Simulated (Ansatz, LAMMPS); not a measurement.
## Amorphous carbon (100 atoms) in motion

How do the atoms of amorphous carbon (100 atoms) move, and what local order do they keep?

Main program and level: Ansatz 0.2.0; Kohn-Sham DFT, revPBE, PAW (set soft_2), plane waves.

## (1) Set-up

The cell holds 100 atoms: 100 C. Its edges and angles: a = 8.808 Å, b = 8.808 Å, c = 8.808 Å, α = 90.0°, β = 90.0°, γ = 90.0°. 100 atoms (100 C) placed at random at 2.92 g/cm³, melted at 6000 K for 10 ps at fixed volume with the Tersoff potential (Tersoff, Phys. Rev. B 39, 5566 (1989)). Quenched from 6000 K to 300 K at 100 K/ps and fixed volume, held 5 ps, then minimised at fixed cell.

What the set-up can't give: The quench rate of 100 K/ps is orders of magnitude faster than experiment, which tends to freeze in extra defects. The starting topology of bonds comes from the classical model.

## (2) Single point at the start

The forces at the start show how far the geometry lies from a minimum of this functional.

File input.yaml:

```yaml
crystal:
  lattice:
    - [8.8077, 0.0, 0.0]
    - [0.0, 8.8077, 0.0]
    - [0.0, 0.0, 8.8077]
  atoms:
    - { symbol: C, position: [0.8096, 0.05889, 0.38432] }
    - { symbol: C, position: [0.61026, 0.87341, 0.73975] }
    - { symbol: C, position: [0.98573, 0.95962, 0.82735] }
    - { symbol: C, position: [0.07694, 0.97429, 0.48741] }
    [... 90 atom lines left out ...]
    - { symbol: C, position: [0.99234, 0.33712, 0.60729] }
    - { symbol: C, position: [0.78739, 0.05989, 0.01227] }
    - { symbol: C, position: [0.60118, 0.63715, 0.47782] }
    - { symbol: C, position: [0.35496, 0.15293, 0.47512] }
    - { symbol: C, position: [0.31528, 0.80234, 0.83832] }
    - { symbol: C, position: [0.81366, 0.17871, 0.76107] }
kpoints:
  mp_grid: { grid: [1, 1, 1] }
hamiltonian:
  xc: revpbe
scf:
  occupations: { method: fermi_dirac, width: 0.025 }
output:
  forces: true
  stress: true
```

On the command line:

```console
ansatz run input.yaml --threads 8 --pin off --max-ram 15872MiB --backend cpu --events-out ev --progress --plain --runs-dir out
```

Wall time 5.3 s (8 threads of Arm Neoverse V1, shared host); peak memory 0.89 GiB; 24 s of CPU time.

Numbers from this run:

- free energy: -25076.0051 eV
- free energy per atom: -250.7601 eV/atom
- SCF cycles: 10
- pressure: 11.36 GPa
- r.m.s. force component: 1.296 eV/Å
- longest force: 4.899 eV/Å
- Fermi energy: 10.82 eV

The r.m.s. force component of 1.3 eV/Å and the pressure of 11 GPa set the starting point.

Neighbours are counted within 1.85 Å (C-C).

Length of the force by element and coordination:

| element | coordination | atoms | mean length of the force (eV/Å) | spread | least | most |
| --- | --- | --- | --- | --- | --- | --- |
| C | all | 100 | 2.03 | 0.952 | 0.184 | 4.90 |
| C | 2 | 1 | 3.19 | 0 | 3.19 | 3.19 |
| C | 3 | 68 | 2.24 | 0.932 | 0.679 | 4.90 |
| C | 4 | 31 | 1.55 | 0.806 | 0.184 | 3.09 |

## (3) Dynamics started at 600 K

A Langevin thermostat couples each atom to a heat bath, at the price of damped dynamics. The time step is 1.0 fs.

input.yaml, as its differences from that of step 2:

```diff
@@ -16 +16,8 @@
   stress: true
+md:
+  timestep: 1.0
+  n_steps: 112
+  ensemble: nvt_langevin
+  temperature: 600
+  initial_velocities: maxwell_boltzmann
+  seed: 1091
```

Run time: 6 min. Hardware: 8 threads; peak memory 0.96 GiB; 31 min of CPU time.

The program notes that the SCF threshold is loose for the stress and it switched symmetry off.

The trajectory, sampled:

| time (fs) | T (K) | potential (meV/atom) |
| --- | --- | --- |
| 0.0 | 594 | 0.0 |
| 7.0 | 558 | 2.6 |
| 15.0 | 754 | -22.1 |
| 22.0 | 746 | -24.9 |
| 30.0 | 882 | -44.8 |
| 37.0 | 873 | -46.8 |
| 45.0 | 1011 | -74.1 |
| 52.0 | 964 | -77.4 |
| 60.0 | 912 | -76.6 |
| 67.0 | 810 | -67.6 |
| 75.0 | 852 | -79.4 |
| 82.0 | 834 | -81.6 |
| 90.0 | 731 | -77.6 |
| 97.0 | 801 | -95.1 |
| 105.0 | 767 | -101.5 |
| 112.0 | 819 | -105.5 |

Mean square displacement from the first frame to the last: C 0.13 Å².

Mean square displacement against time lag:

time lag (fs), mean square displacement (Å²) and a bar:
```
      1.0     0.0002 
      3.0     0.0015 
      5.0     0.0040 #
      7.0     0.0075 ###
     10.0     0.0139 #####
     12.0     0.0184 #######
     14.0     0.0229 ########
     17.0     0.0292 ##########
     19.0     0.0330 ############
     21.0     0.0363 #############
     23.0     0.0394 ##############
     26.0     0.0438 ################
     28.0     0.0466 #################
     30.0     0.0494 ##################
     33.0     0.0536 ###################
     35.0     0.0564 ####################
     37.0     0.0592 #####################
     39.0     0.0619 ######################
     42.0     0.0658 ########################
     44.0     0.0684 #########################
     46.0     0.0709 ##########################
     49.0     0.0746 ###########################
     51.0     0.0770 ############################
     53.0     0.0795 #############################
     56.0     0.0832 ##############################
```

Over the second half of 112 fs the temperature averages 820 K with swings of 50 K r.m.s. The atoms reach a mean square displacement of 0.13 Å² at the end; the farthest move is 0.87 Å. The mean temperature of 820 K lies well off the 600 K of the input, so the thermostat hasn't yet brought the run to equilibrium. The count of bonds goes from 165 in the first frame to 172 in the last, by one set of cutoffs: 5 pairs passed out of them and 12 came within. The run spans 0.11 ps, too short for its means to be equilibrium values.

## (4) Structure statistics late in the run

The g(r) is a mean over the second half; what follows it is taken at the last frame.

Bonds before and after, by the cutoffs listed below:

| pair | bonds before | bonds after | mean before (Å) | mean after (Å) | spread before (Å) | spread after (Å) |
| --- | --- | --- | --- | --- | --- | --- |
| C-C | 165 | 172 | 1.496 | 1.520 | 0.063 | 0.093 |

Density 2.92 g/cm³, 6.833 Å³ an atom.

Mean of 16 frames. Pair distribution function in bins of 0.1 Å:

| r (Å) | total |
| --- | --- |
| 1.25 | 0.01 |
| 1.35 | 0.87 |
| 1.45 | 3.03 |
| 1.55 | 2.99 |
| 1.65 | 0.96 |
| 1.75 | 0.19 |
| 1.85 | 0.09 |
| 1.95 | 0.06 |
| 2.05 | 0.12 |
| 2.15 | 0.23 |
| 2.25 | 0.51 |
| 2.35 | 1.12 |
| 2.45 | 1.75 |
| 2.55 | 1.85 |
| 2.65 | 1.59 |
| 2.75 | 1.15 |
| 2.85 | 1.04 |
| 2.95 | 0.88 |
| 3.05 | 0.89 |
| 3.15 | 1.05 |
| 3.25 | 1.08 |
| 3.35 | 0.97 |
| 3.45 | 1.01 |
| 3.55 | 1.03 |
| 3.65 | 1.01 |
| 3.75 | 1.17 |
| 3.85 | 1.08 |
| 3.95 | 0.89 |
| 4.05 | 0.80 |
| 4.15 | 0.80 |
| 4.25 | 0.89 |
| 4.35 | 0.96 |

Bonds by pair of elements; cutoffs follow the first minimum of g(r), held within bounds set by covalent radii, and pairs that aren't listed don't count as bonded:

| pair A-B | cutoff (Å) | bonds | mean length (Å) | spread (Å) | shortest (Å) | B about A | A about B |
| --- | --- | --- | --- | --- | --- | --- | --- |
| C-C | 1.85 | 172 | 1.52 | 0.093 | 1.30 | 3.44 | 3.44 |

How many atoms have how many bonded neighbours:

| element | mean | 2 | 3 | 4 |
| --- | --- | --- | --- | --- |
| C | 3.44 | 2 | 52 | 46 |

Bond angles, per cent of each kind in bins of 5°:

| angle (°) | C-C-C |
| --- | --- |
| 50–55 | 0.5 |
| 55–60 | 0.0 |
| 60–65 | 0.0 |
| 65–70 | 0.0 |
| 70–75 | 0.2 |
| 75–80 | 0.2 |
| 80–85 | 1.4 |
| 85–90 | 2.3 |
| 90–95 | 3.5 |
| 95–100 | 6.2 |
| 100–105 | 10.6 |
| 105–110 | 15.0 |
| 110–115 | 16.6 |
| 115–120 | 15.9 |
| 120–125 | 12.7 |
| 125–130 | 8.1 |
| 130–135 | 3.9 |
| 135–140 | 1.8 |
| 140–145 | 0.9 |
| 145–150 | 0.2 |

Bond angles (no mean is given where the spread exceeds 20°):

| angle | count | mean (°) | spread (°) |
| --- | --- | --- | --- |
| C-C-C | 434 | 112 | 12.8 |

Bond length by coordination (bonds to H left out):

| element | coordination | atoms | mean bond length (Å) |
| --- | --- | --- | --- |
| C | 2 | 2 | 1.42 |
| C | 3 | 52 | 1.48 |
| C | 4 | 46 | 1.56 |

Rings of the network by King's shortest-path rule, up to 12 atoms, one path for each pair of neighbours; H, halogens, alkali and alkaline-earth atoms are left out, and the last column divides by all other atoms, bonded or not:

| ring size (atoms) | rings | per network atom |
| --- | --- | --- |
| 3 | 1 | 0.01 |
| 4 | 3 | 0.03 |
| 5 | 18 | 0.18 |
| 6 | 26 | 0.26 |
| 7 | 31 | 0.31 |
| 8 | 27 | 0.27 |
| 9 | 10 | 0.1 |
| 10 | 11 | 0.11 |
| 11 | 2 | 0.02 |

Counting bonds as in the table, 52 % of C atoms have 3 bonded neighbours. The C-C-C angle averages 112° with a spread of 13°. Read as hybridisation, 46 % of the carbon is sp3 and 52 % sp2. Bonds at C atoms with 3 neighbours average 1.48 Å, against 1.56 Å at those with 4. Rings of 7 atoms are the most common (24 % of those counted); sizes run from 3 to 11.

## (5) Single point at the last frame

The last frame is solved again with fuller output, to read the electronic structure of a thermally displaced geometry.

File input.yaml:

```yaml
crystal:
  lattice:
    - [8.8077, 0.0, 0.0]
    - [0.0, 8.8077, 0.0]
    - [0.0, 0.0, 8.8077]
  atoms:
    - { symbol: C, position: [0.81662, 0.06723, 0.37789] }
    - { symbol: C, position: [0.55943, 0.86863, 0.78859] }
    - { symbol: C, position: [0.99052, 0.99569, 0.84402] }
    - { symbol: C, position: [0.08718, 0.99662, 0.49656] }
    [... 90 atom lines left out ...]
    - { symbol: C, position: [0.99082, 0.31632, 0.57545] }
    - { symbol: C, position: [0.76398, 0.04732, 0.01945] }
    - { symbol: C, position: [0.63388, 0.63128, 0.47707] }
    - { symbol: C, position: [0.35118, 0.1311, 0.50738] }
    - { symbol: C, position: [0.31335, 0.8045, 0.85131] }
    - { symbol: C, position: [0.79592, 0.1847, 0.74609] }
kpoints:
  mp_grid: { grid: [2, 2, 2] }
hamiltonian:
  xc: revpbe
scf:
  occupations: { method: fermi_dirac, width: 0.025 }
output:
  forces: true
  stress: true
  populations: intrinsic
  dos:
    method: { smearing: { sigma: 0.15 } }
    de: 0.1
    projected: { site_lists: { C: [C] } }
  eigenvalues: true
  write_density: true
  write_potential: true
  volumetric_format: npy
```

Elapsed: 61 s, on 8 threads; peak memory 7.2 GiB; 7.1 min of CPU time.

Numbers from this run:

```yaml
free_energy: -25085.8193 eV
free_energy_per_atom: -250.8582 eV/atom
scf_cycles: 10
pressure: 8.226 GPa
r_m_s_force_component: 1.542 eV/Å
longest_force: 6.395 eV/Å
fermi_energy: 10.88 eV
levels_partly_filled_by_over_2_per_cent: 10
```

Neighbours are counted within 1.85 Å (C-C), the cutoffs taken from the dynamics.

Length of the force by element and coordination:

| element | coordination | atoms | mean length of the force (eV/Å) | spread | least | most |
| --- | --- | --- | --- | --- | --- | --- |
| C | all | 100 | 2.41 | 1.14 | 0.581 | 6.39 |
| C | 2 | 2 | 2.72 | 0.261 | 2.45 | 2.98 |
| C | 3 | 52 | 2.20 | 0.939 | 0.777 | 5.21 |
| C | 4 | 46 | 2.65 | 1.31 | 0.581 | 6.39 |

Intrinsic-atomic-orbital charges by element and coordination:

| element | coordination | atoms | mean charge (e) | spread | least | most |
| --- | --- | --- | --- | --- | --- | --- |
| C | all | 100 | 0 | 0.0363 | -0.114 | 0.101 |
| C | 2 | 2 | -0.0631 | 0.0128 | -0.0759 | -0.0502 |
| C | 3 | 52 | -0.0066 | 0.0433 | -0.114 | 0.101 |
| C | 4 | 46 | 0.0102 | 0.0201 | -0.0717 | 0.0633 |

Density of states as counts of states in windows of 1 eV (from the Fermi level), total and the larger projections:

| from (eV) | to (eV) | total | C p | C s |
| --- | --- | --- | --- | --- |
| -10 | -9 | 23.3 | 19.3 | 3.8 |
| -9 | -8 | 26.2 | 22.7 | 3.3 |
| -8 | -7 | 28.4 | 25.7 | 2.7 |
| -7 | -6 | 31.8 | 29.2 | 2.5 |
| -6 | -5 | 31.0 | 28.8 | 2.1 |
| -5 | -4 | 28.1 | 26.3 | 1.7 |
| -4 | -3 | 23.9 | 22.4 | 1.4 |
| -3 | -2 | 16.3 | 15.2 | 0.9 |
| -2 | -1 | 17.2 | 15.9 | 1.1 |
| -1 | 0 | 13.6 | 12.5 | 0.9 |
| 0 | 1 | 13.0 | 11.7 | 1.0 |
| 1 | 2 | 13.5 | 11.9 | 1.2 |
| 2 | 3 | 17.2 | 14.3 | 2.2 |
| 3 | 4 | 13.9 | 11.2 | 2.0 |
| 4 | 5 | 15.9 | 11.5 | 3.2 |

Between -22 and -10 eV lie 161 more states.

The levels nearest the highest filled one (over half full), pooled over k-points and spins:

| level less the highest filled one (eV) | occupation |
| --- | --- |
| -0.121 | 1.99 |
| -0.116 | 1.99 |
| -0.107 | 1.99 |
| -0.077 | 1.95 |
| -0.0052 | 1.37 |
| 0 | 1.28 |
| 0.0456 | 0.446 |
| 0.0456 | 0.445 |
| 0.0644 | 0.238 |
| 0.0962 | 0.073 |
| 0.0965 | 0.072 |
| 0.0991 | 0.065 |

Intrinsic-atomic-orbital charges run from -0.11 to +0.10 e. Within 0.4 eV of the Fermi level the largest share is C p (93 % of the projected weight).

## (6) What came out

```
mean temperature, second half  : 820.2 K
temperature swing, second half : 50.45 K
mean pressure, second half     : 8.789 GPa
free energy per atom           : -250.8582 eV/atom
pressure                       : 8.226 GPa
r.m.s. force component         : 1.542 eV/Å
wall time of the 3 DFT runs    : 7.1 min
```

What this shows: Over the second half of 112 fs the temperature averages 820 K with swings of 50 K r.m.s. The mean temperature of 820 K lies well off the 600 K of the input, so the thermostat hasn't yet brought the run to equilibrium. The count of bonds goes from 165 in the first frame to 172 in the last, by one set of cutoffs: 5 pairs passed out of them and 12 came within. The run spans 0.11 ps, too short for its means to be equilibrium values. Counting bonds as in the table, 52 % of C atoms have 3 bonded neighbours. Read as hybridisation, 46 % of the carbon is sp3 and 52 % sp2.

10 levels are partly filled, by over 2 % (on the run's k-points): no clear gap opens at this level. Levels of broken or missing bonds inside a gap of the host would look the same.

What to keep in mind: The network of bonds at the start is that of the classical potential that made the cell; in DFT 5 of its 165 bonded pairs passed out of the cutoffs and 12 came within them. The stress is far from hydrostatic: its diagonal is 3.9, 12.6, 8.2 GPa, compression counted positive. The dynamics ran on a 1×1×1 mesh and the single point on 2×2×2, so their forces and energies differ by that too. The pressure of 8.2 GPa is that of one thermal frame at a volume set beforehand, without the kinetic term.

[Logs are printed without paths, hosts, clocks, repeated set-up lines and the standing remarks that a program may print on its own settings, such as how far it seeks lower states.]

[Hosts, paths, dates, database ids (printed as entryN), source tags and the programs' standing remarks are cut or masked in the printed files.]
